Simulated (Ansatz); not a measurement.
# Work function of Pb(111): what the settings cost and change

How thick a slab and how much vacuum does the work function of Pb(111) need?

Method: plane-wave DFT, PBE, Ansatz PAW, in Ansatz 0.2.0.

Most raw output is cut from this account.

## 1. Starting point

The cell holds 1 atom: 1 Pb. Its edges and angles: a = 3.500 Å, b = 3.500 Å, c = 18.000 Å, α = 90.0°, β = 90.0°, γ = 60.0°. Vacuum lies along c.

## 2. Slab, setting 1 layer

A work function rests on the faint tail of the density, so the SCF threshold is tight. The slab grows from one layer, at fixed mesh and 18 Å of vacuum; then the vacuum is varied on one slab.

input.yaml

```yaml
crystal:
  lattice:
    - [3.5001785669, 0.0, 0.0]
    - [1.7500892834, 3.0312435567, 0.0]
    - [0.0, 0.0, 18.0]
  atoms:
    - { symbol: Pb, position: [0.6666666667, 0.6666666667, 0.5] }
kpoints:
  mp_grid: { grid: [13, 13, 1] }
hamiltonian:
  xc: pbe
scf:
  occupations: { method: fermi_dirac, width: 0.1 }
  convergence: { dr2_threshold: 1.0e-09 }
efield:
  axis: 3
  dipole_correction: true
  ramp_position: 0.97
  ramp_width: 0.06
output:
  write_potential: true
  write_density: true
  volumetric_format: npy
  elf: true
```

On the command line:

```sh
$ ansatz run input.yaml --threads 2 --pin off --max-ram 3072MiB --backend cpu --events-out ev --progress --plain --runs-dir out
```

The job ended after 3 s (2 threads of Intel Xeon 6975P-C (Granite Rapids), shared host; peak memory 0.47 GiB; 5.1 s of CPU time).

Numbers from this step:

```yaml
energy_at_zero_smearing: -11905.8457 eV
work_function_upper_face: 4.041 eV
```

Running mean over 2.858 Å of the planar mean; the ramp of the sawtooth is left out. The electron's electrostatic potential energy less the Fermi level by z:

```csv
z (Å),electron's electrostatic potential energy less the Fermi level (eV)
2.88,4.04
3.17,4.04
3.60,4.04
3.89,4.04
4.18,4.04
4.46,4.03
4.90,4.02
5.18,4.01
5.47,3.98
5.90,3.88
6.19,3.74
6.48,3.47
6.91,2.44
7.20,1.13
7.49,-0.405
7.78,-1.97
8.21,-4.04
8.50,-4.86
8.78,-5.18
9.22,-5.18
9.50,-4.86
9.79,-4.04
10.22,-1.97
10.51,-0.405
10.80,1.13
11.09,2.44
11.52,3.47
11.81,3.74
12.10,3.88
12.53,3.98
12.82,4.01
13.10,4.02
13.54,4.03
13.82,4.04
14.11,4.04
14.40,4.04
14.83,4.04
15.12,4.04
```

Electrostatic potential energy in the ca plane at fractional y = 0.667, with atoms of Pb within 0.2 Å of it. With pseudopotentials it is smooth inside the atoms' cores, unlike the true potential.

Values in eV, 5 rows by 16 columns, each cell a mean:
```
  2   2   2   2   2   2   1 -20 -25  -1   2   2   2   2   2   2
  2   2   2   2   2   2   0 -28 -31  -3   2   2   2   2   2   2
  2   2   2   2   2   2   1 -21 -26  -1   2   2   2   2   2   2
  2   2   2   2   2   2   2  -2  -3   1   2   2   2   2   2   2
  2   2   2   2   2   2   2  -1  -2   1   2   2   2   2   2   2
```
Columns run along c (18.0 Å; values clipped at the 3rd and 97th percentile), rows up along a (3.5 Å). Atoms in or near the plane, at fractional coordinates: Pb at (0.50, 0.67).

ELF in the ca plane at fractional y = 0.667, with atoms of Pb within 0.2 Å of it. It is the smooth field of the valence electrons, not physical close to the nuclei.

Values, 5 rows by 16 columns, each cell a mean:
```
0.00 0.00 0.00 0.00 0.01 0.06 0.27 0.36 0.35 0.31 0.08 0.01 0.00 0.00 0.00 0.00
0.00 0.00 0.00 0.00 0.01 0.07 0.30 0.25 0.18 0.34 0.10 0.01 0.00 0.00 0.00 0.00
0.00 0.00 0.00 0.00 0.01 0.06 0.27 0.36 0.34 0.31 0.09 0.01 0.00 0.00 0.00 0.00
0.00 0.00 0.00 0.00 0.01 0.05 0.18 0.30 0.31 0.21 0.06 0.01 0.00 0.00 0.00 0.00
0.00 0.00 0.00 0.00 0.01 0.05 0.17 0.29 0.30 0.20 0.06 0.01 0.00 0.00 0.00 0.00
```
Columns run along c (18.0 Å), rows up along a (3.5 Å). Atoms in or near the plane, at fractional coordinates: Pb at (0.50, 0.67).

Valence density in the ca plane at fractional y = 0.667, with atoms of Pb within 0.2 Å of it. It is the smooth field of the valence electrons, not physical close to the nuclei.

Ten steps, logarithmic in the rise over the least value, from '0' (0.00 × 1e0 e/Å³) to '9' (8.85 × 1e0 e/Å³), each cell a mean:
```
00000000000000000012456431000000000000000000
00000000000000000013688742000000000000000000
00000000000000000013799852000000000000000000
00000000000000000013688742000000000000000000
00000000000000000002355421000000000000000000
00000000000000000001122210000000000000000000
00000000000000000000111110000000000000000000
00000000000000000001222210000000000000000000
```
Columns run along c (18.0 Å), rows up along a (3.5 Å). Atoms in or near the plane, at fractional coordinates: Pb at (0.50, 0.67).

The work function is 4.041 eV.

## 3. Run, 2 atoms

System of this step: Pb(111). The cell holds 2 atoms: 2 Pb. Cell: a = 3.500 Å, b = 3.500 Å, c = 20.858 Å, α = 90.0°, β = 90.0°, γ = 60.0°. Vacuum lies along c.

input.yaml, the sections that differ from step 2:

```yaml
crystal:
  lattice:
    - [3.5001785669, 0.0, 0.0]
    - [1.7500892834, 3.0312435567, 0.0]
    - [0.0, 0.0, 20.8578838325]
  atoms:
    - { symbol: Pb, position: [0.6666666667, 0.6666666667, 0.4314915201] }
    - { symbol: Pb, position: [0.0, 0.0, 0.5685084799] }
output:
  write_potential: true
  write_density: true
  volumetric_format: npy
# kpoints, hamiltonian, scf, efield: as in step 2
```

The job ended after 7 s (2 threads; peak memory 0.47 GiB).

The work function is 3.486 eV, -0.555 eV from the run “1 layer”, at 2.2 times its CPU time.

## 4. Slab, 3 atoms

System of this step: Pb(111). The cell holds 3 atoms: 3 Pb. Cell: a = 3.500 Å, b = 3.500 Å, c = 23.716 Å, α = 90.0°, β = 90.0°, γ = 60.0°. Vacuum lies along c.

input.yaml, the sections that differ from step 3:

```yaml
crystal:
  lattice:
    - [3.5001785669, 0.0, 0.0]
    - [1.7500892834, 3.0312435567, 0.0]
    - [0.0, 0.0, 23.715767665]
  atoms:
    - { symbol: Pb, position: [0.3333333333, 0.3333333333, 0.379494357] }
    - { symbol: Pb, position: [0.6666666667, 0.6666666667, 0.5] }
    - { symbol: Pb, position: [0.0, 0.0, 0.620505643] }
# kpoints, hamiltonian, scf, efield, output: as in step 3
```

It took 12 s on 2 threads; peak memory 0.52 GiB; 19 s of CPU time.

The work function is 3.950 eV, +0.464 eV from the run “2 layers”, at 1.7 times its CPU time.

## 5. Run, 4 atoms

System of this step: Pb(111). The cell holds 4 atoms: 4 Pb. Cell: a = 3.500 Å, b = 3.500 Å, c = 26.574 Å, α = 90.0°, β = 90.0°, γ = 60.0°. Vacuum lies along c.

input.yaml, the sections that differ from step 4:

```yaml
crystal:
  lattice:
    - [3.5001785669, 0.0, 0.0]
    - [1.7500892834, 3.0312435567, 0.0]
    - [0.0, 0.0, 26.5736514975]
  atoms:
    - { symbol: Pb, position: [0.0, 0.0, 0.3386813438] }
    - { symbol: Pb, position: [0.3333333333, 0.3333333333, 0.4462271146] }
    - { symbol: Pb, position: [0.6666666667, 0.6666666667, 0.5537728854] }
    - { symbol: Pb, position: [0.0, 0.0, 0.6613186562] }
# kpoints, hamiltonian, scf, efield, output: as in step 4
```

Elapsed: 16 s, on 2 threads; peak memory 0.58 GiB.

The work function is 3.722 eV, -0.227 eV from the run “3 layers”, at 1.5 times its CPU time.

## 6. Slab, 5 atoms

System of this step: Pb(111). The cell holds 5 atoms: 5 Pb. Its edges and angles: a = 3.500 Å, b = 3.500 Å, c = 29.432 Å, α = 90.0°, β = 90.0°, γ = 60.0°. Vacuum lies along c.

input.yaml, the sections that differ from step 5:

```yaml
crystal:
  lattice:
    - [3.5001785669, 0.0, 0.0]
    - [1.7500892834, 3.0312435567, 0.0]
    - [0.0, 0.0, 29.43153533]
  atoms:
    - { symbol: Pb, position: [0.6666666667, 0.6666666667, 0.3057944446] }
    - { symbol: Pb, position: [0.0, 0.0, 0.4028972223] }
    - { symbol: Pb, position: [0.3333333333, 0.3333333333, 0.5] }
    - { symbol: Pb, position: [0.6666666667, 0.6666666667, 0.5971027777] }
    - { symbol: Pb, position: [0.0, 0.0, 0.6942055554] }
# kpoints, hamiltonian, scf, efield, output: as in step 5
```

Elapsed: 24 s, on 2 threads; peak memory 0.68 GiB; 42 s of CPU time.

The work function is 3.699 eV, -0.024 eV from the run “4 layers”, at 1.5 times its CPU time.

## 7. Run, 6 atoms

System of this step: Pb(111). The cell holds 6 atoms: 6 Pb. Its edges and angles: a = 3.500 Å, b = 3.500 Å, c = 32.289 Å, α = 90.0°, β = 90.0°, γ = 60.0°. Vacuum lies along c.

input.yaml, the sections that differ from step 6:

```yaml
crystal:
  lattice:
    - [3.5001785669, 0.0, 0.0]
    - [1.7500892834, 3.0312435567, 0.0]
    - [0.0, 0.0, 32.2894191624]
  atoms:
    - { symbol: Pb, position: [0.3333333333, 0.3333333333, 0.278729077] }
    - { symbol: Pb, position: [0.6666666667, 0.6666666667, 0.3672374462] }
    - { symbol: Pb, position: [0.0, 0.0, 0.4557458154] }
    - { symbol: Pb, position: [0.3333333333, 0.3333333333, 0.5442541846] }
    - { symbol: Pb, position: [0.6666666667, 0.6666666667, 0.6327625538] }
    - { symbol: Pb, position: [0.0, 0.0, 0.721270923] }
# kpoints, hamiltonian, scf, efield, output: as in step 6
```

It took 30 s on 2 threads; peak memory 0.76 GiB; 54 s of CPU time.

The work function is 3.741 eV, +0.042 eV from the run “5 layers”, at 1.3 times its CPU time.

## 8. Run, 8 atoms

System of this step: Pb(111). The cell holds 8 atoms: 8 Pb. Cell: a = 3.500 Å, b = 3.500 Å, c = 38.005 Å, α = 90.0°, β = 90.0°, γ = 60.0°. Vacuum lies along c.

input.yaml, the sections that differ from step 7:

```yaml
crystal:
  lattice:
    - [3.5001785669, 0.0, 0.0]
    - [1.7500892834, 3.0312435567, 0.0]
    - [0.0, 0.0, 38.0051868274]
  atoms:
    - { symbol: Pb, position: [0.6666666667, 0.6666666667, 0.2368097818] }
    - { symbol: Pb, position: [0.0, 0.0, 0.312006987] }
    - { symbol: Pb, position: [0.3333333333, 0.3333333333, 0.3872041922] }
    - { symbol: Pb, position: [0.6666666667, 0.6666666667, 0.4624013974] }
    - { symbol: Pb, position: [0.0, 0.0, 0.5375986026] }
    - { symbol: Pb, position: [0.3333333333, 0.3333333333, 0.6127958078] }
    - { symbol: Pb, position: [0.6666666667, 0.6666666667, 0.687993013] }
    - { symbol: Pb, position: [0.0, 0.0, 0.7631902182] }
# kpoints, hamiltonian, scf, efield, output: as in step 7
```

Elapsed: 44 s, on 2 threads; peak memory 1.1 GiB.

The work function is 3.774 eV, +0.033 eV from the run “6 layers”, at 1.5 times its CPU time.

## 9. Run, 10 atoms

System of this step: Pb(111). The cell holds 10 atoms: 10 Pb. Cell: a = 3.500 Å, b = 3.500 Å, c = 43.721 Å, α = 90.0°, β = 90.0°, γ = 60.0°. Vacuum lies along c.

input.yaml, the sections that differ from step 8:

```yaml
crystal:
  lattice:
    - [3.5001785669, 0.0, 0.0]
    - [1.7500892834, 3.0312435567, 0.0]
    - [0.0, 0.0, 43.7209544924]
  atoms:
    - { symbol: Pb, position: [0.0, 0.0, 0.2058509496] }
    - { symbol: Pb, position: [0.3333333333, 0.3333333333, 0.2712174053] }
    - { symbol: Pb, position: [0.6666666667, 0.6666666667, 0.3365838609] }
    - { symbol: Pb, position: [0.0, 0.0, 0.4019503165] }
    - { symbol: Pb, position: [0.3333333333, 0.3333333333, 0.4673167722] }
    - { symbol: Pb, position: [0.6666666667, 0.6666666667, 0.5326832278] }
    - { symbol: Pb, position: [0.0, 0.0, 0.5980496835] }
    - { symbol: Pb, position: [0.3333333333, 0.3333333333, 0.6634161391] }
    - { symbol: Pb, position: [0.6666666667, 0.6666666667, 0.7287825947] }
    - { symbol: Pb, position: [0.0, 0.0, 0.7941490504] }
# kpoints, hamiltonian, scf, efield, output: as in step 8
```

Wall time 70 s (2 threads); peak memory 1.4 GiB; 2.2 min of CPU time.

The work function is 3.768 eV, -0.006 eV from the run “8 layers”, at 1.6 times its CPU time.

## 10. Slab, 13 atoms

System of this step: Pb(111). The cell holds 13 atoms: 13 Pb. Its edges and angles: a = 3.500 Å, b = 3.500 Å, c = 52.295 Å, α = 90.0°, β = 90.0°, γ = 60.0°. Vacuum lies along c.

input.yaml, the sections that differ from step 9:

```yaml
crystal:
  lattice:
    - [3.5001785669, 0.0, 0.0]
    - [1.7500892834, 3.0312435567, 0.0]
    - [0.0, 0.0, 52.2946059899]
  atoms:
    - { symbol: Pb, position: [0.0, 0.0, 0.1721018799] }
    - { symbol: Pb, position: [0.3333333333, 0.3333333333, 0.2267515666] }
    - { symbol: Pb, position: [0.6666666667, 0.6666666667, 0.2814012533] }
    - { symbol: Pb, position: [0.0, 0.0, 0.33605094] }
    - { symbol: Pb, position: [0.3333333333, 0.3333333333, 0.3907006266] }
    - { symbol: Pb, position: [0.6666666667, 0.6666666667, 0.4453503133] }
    - { symbol: Pb, position: [0.0, 0.0, 0.5] }
    - { symbol: Pb, position: [0.3333333333, 0.3333333333, 0.5546496867] }
    - { symbol: Pb, position: [0.6666666667, 0.6666666667, 0.6092993734] }
    - { symbol: Pb, position: [0.0, 0.0, 0.66394906] }
    - { symbol: Pb, position: [0.3333333333, 0.3333333333, 0.7185987467] }
    - { symbol: Pb, position: [0.6666666667, 0.6666666667, 0.7732484334] }
    - { symbol: Pb, position: [0.0, 0.0, 0.8278981201] }
# kpoints, hamiltonian, scf, efield, output: as in step 9
```

The job ended after 1.8 min (2 threads; peak memory 1.9 GiB).

The work function is 3.720 eV, -0.048 eV from the run “10 layers”, at 1.6 times its CPU time.

## 11. Run, 7 atoms

System of this step: Pb(111). The cell holds 7 atoms: 7 Pb. Cell: a = 3.500 Å, b = 3.500 Å, c = 27.147 Å, α = 90.0°, β = 90.0°, γ = 60.0°. Vacuum lies along c.

input.yaml, the sections that differ from step 10:

```yaml
crystal:
  lattice:
    - [3.5001785669, 0.0, 0.0]
    - [1.7500892834, 3.0312435567, 0.0]
    - [0.0, 0.0, 27.1473029949]
  atoms:
    - { symbol: Pb, position: [0.0, 0.0, 0.1841803586] }
    - { symbol: Pb, position: [0.3333333333, 0.3333333333, 0.2894535724] }
    - { symbol: Pb, position: [0.6666666667, 0.6666666667, 0.3947267862] }
    - { symbol: Pb, position: [0.0, 0.0, 0.5] }
    - { symbol: Pb, position: [0.3333333333, 0.3333333333, 0.6052732138] }
    - { symbol: Pb, position: [0.6666666667, 0.6666666667, 0.7105464276] }
    - { symbol: Pb, position: [0.0, 0.0, 0.8158196414] }
# kpoints, hamiltonian, scf, efield, output: as in step 10
```

It took 31 s on 2 threads; peak memory 0.74 GiB.

The work function is 3.665 eV. The program marks this work function as in doubt.

## 12. Slab, 7 atoms

The cell differs from the one that the last finished run ended in (c 27.147 → 31.147 Å).

input.yaml, the sections that differ from step 11:

```yaml
crystal:
  lattice:
    - [3.5001785669, 0.0, 0.0]
    - [1.7500892834, 3.0312435567, 0.0]
    - [0.0, 0.0, 31.1473029949]
  atoms:
    - { symbol: Pb, position: [0.0, 0.0, 0.2247385593] }
    - { symbol: Pb, position: [0.3333333333, 0.3333333333, 0.3164923728] }
    - { symbol: Pb, position: [0.6666666667, 0.6666666667, 0.4082461864] }
    - { symbol: Pb, position: [0.0, 0.0, 0.5] }
    - { symbol: Pb, position: [0.3333333333, 0.3333333333, 0.5917538136] }
    - { symbol: Pb, position: [0.6666666667, 0.6666666667, 0.6835076272] }
    - { symbol: Pb, position: [0.0, 0.0, 0.7752614407] }
# kpoints, hamiltonian, scf, efield, output: as in step 11
```

Elapsed: 36 s, on 2 threads; peak memory 0.81 GiB; 67 s of CPU time.

The work function is 3.675 eV, +0.010 eV from the run “7 layers, 10 Å of vacuum”, at 1.2 times its CPU time.

## 13. Run, 7 atoms (run 2)

The cell differs from the one that the last finished run ended in (c 31.147 → 43.147 Å).

input.yaml, the sections that differ from step 12:

```yaml
crystal:
  lattice:
    - [3.5001785669, 0.0, 0.0]
    - [1.7500892834, 3.0312435567, 0.0]
    - [0.0, 0.0, 43.1473029949]
  atoms:
    - { symbol: Pb, position: [0.0, 0.0, 0.3012934552] }
    - { symbol: Pb, position: [0.3333333333, 0.3333333333, 0.3675289701] }
    - { symbol: Pb, position: [0.6666666667, 0.6666666667, 0.4337644851] }
    - { symbol: Pb, position: [0.0, 0.0, 0.5] }
    - { symbol: Pb, position: [0.3333333333, 0.3333333333, 0.5662355149] }
    - { symbol: Pb, position: [0.6666666667, 0.6666666667, 0.6324710299] }
    - { symbol: Pb, position: [0.0, 0.0, 0.6987065448] }
# kpoints, hamiltonian, scf, efield, output: as in step 12
```

Wall time 42 s (2 threads); peak memory 1 GiB.

The work function is 3.675 eV, -0.000 eV from the run “7 layers, 14 Å of vacuum”, at 1.2 times its CPU time.

## 14. Comparing the runs

Times are for 2 threads of Intel Xeon 6975P-C (Granite Rapids), shared host. The runs compared:

```csv
no.,setting,"work function, upper face (eV)",time,memory (GiB)
1,1 layer,4.041,3 s,0.47
2,2 layers,3.486,7 s,0.47
3,3 layers,3.950,12 s,0.52
4,4 layers,3.722,16 s,0.58
5,5 layers,3.699,24 s,0.68
6,6 layers,3.741,30 s,0.76
7,8 layers,3.774,44 s,1.1
8,10 layers,3.768,70 s,1.4
9,13 layers,3.720,1.8 min,1.9
10,"7 layers, 10 Å of vacuum",3.665,31 s,0.74
11,"7 layers, 14 Å of vacuum",3.675,36 s,0.81
12,"7 layers, 26 Å of vacuum",3.675,42 s,1.0
```

## 15. Varying the input

System of this step: Pb(111) monolayer. The cell holds 1 atom: 1 Pb. Its edges and angles: a = 3.500 Å, b = 3.500 Å, c = 18.000 Å, α = 90.0°, β = 90.0°, γ = 60.0°. Vacuum lies along c.

An input spoilt on purpose, to show how the run answers: it repeats the earlier run “1 layer” with efield.axis from 3 to 0, and scf.max_iter set to 50; its output block differs too.

input.yaml, the sections that differ from step 13:

```yaml
crystal:
  lattice:
    - [3.5001785669, 0.0, 0.0]
    - [1.7500892834, 3.0312435567, 0.0]
    - [0.0, 0.0, 18.0]
  atoms:
    - { symbol: Pb, position: [0.6666666667, 0.6666666667, 0.5] }
scf:
  occupations: { method: fermi_dirac, width: 0.1 }
  convergence: { dr2_threshold: 1.0e-09 }
  max_iter: 50
efield:
  axis: 0
  dipole_correction: true
  ramp_position: 0.97
  ramp_width: 0.06
# kpoints, hamiltonian, output: as in step 13
```

Wall time 0.03 s (2 threads); peak memory 0.07 GiB.

The input was rejected at the start.

The program's message: “Error: invalid value for `efield.axis`: must be in [1, 3]; got 0”

The fault put into the input: an axis of 0, outside the range 1 to 3.

## 16. Results

- work function, 1 layer: 4.041 eV
- work function, 2 layers: 3.486 eV
- work function, 6 layers: 3.741 eV
- work function, 13 layers: 3.720 eV

In words: The thickest slab gives 3.72 eV, and the settings tried spread the value from 3.49 to 4.04 eV. At 18 Å of vacuum, the slabs from 10 layers on stay within 0.05 eV of the thickest. Beyond two layers the value swings up and down with thickness, as is usual where quantum-well states cross the Fermi level; the levels were not examined here. Going from 10 to 26 Å of vacuum moves it by 0.010 eV. The program marks the value as in doubt in “7 layers, 10 Å of vacuum”. The ladder's slabs use the tabulated experimental lattice constant (two decimals; a low-temperature value for the alkali metals). In 1 run of the series (7 layers, 10 Å of vacuum) the program warns that electrons reach the sawtooth's ramp, which makes dipole and work function less sure.

[Logs are printed without paths, hosts, clocks, repeated set-up lines and the standing remarks that a program may print on its own settings, such as how far it seeks lower states.]

[Hosts, paths, dates, database ids (printed as entryN), source tags and the programs' standing remarks are cut or masked in the printed files.]

[Maps of the electrostatic potential energy from Ansatz leave out the sawtooth potential of an applied field or a dipole correction, so their vacuum need not be flat; planar profiles and work functions include it.]
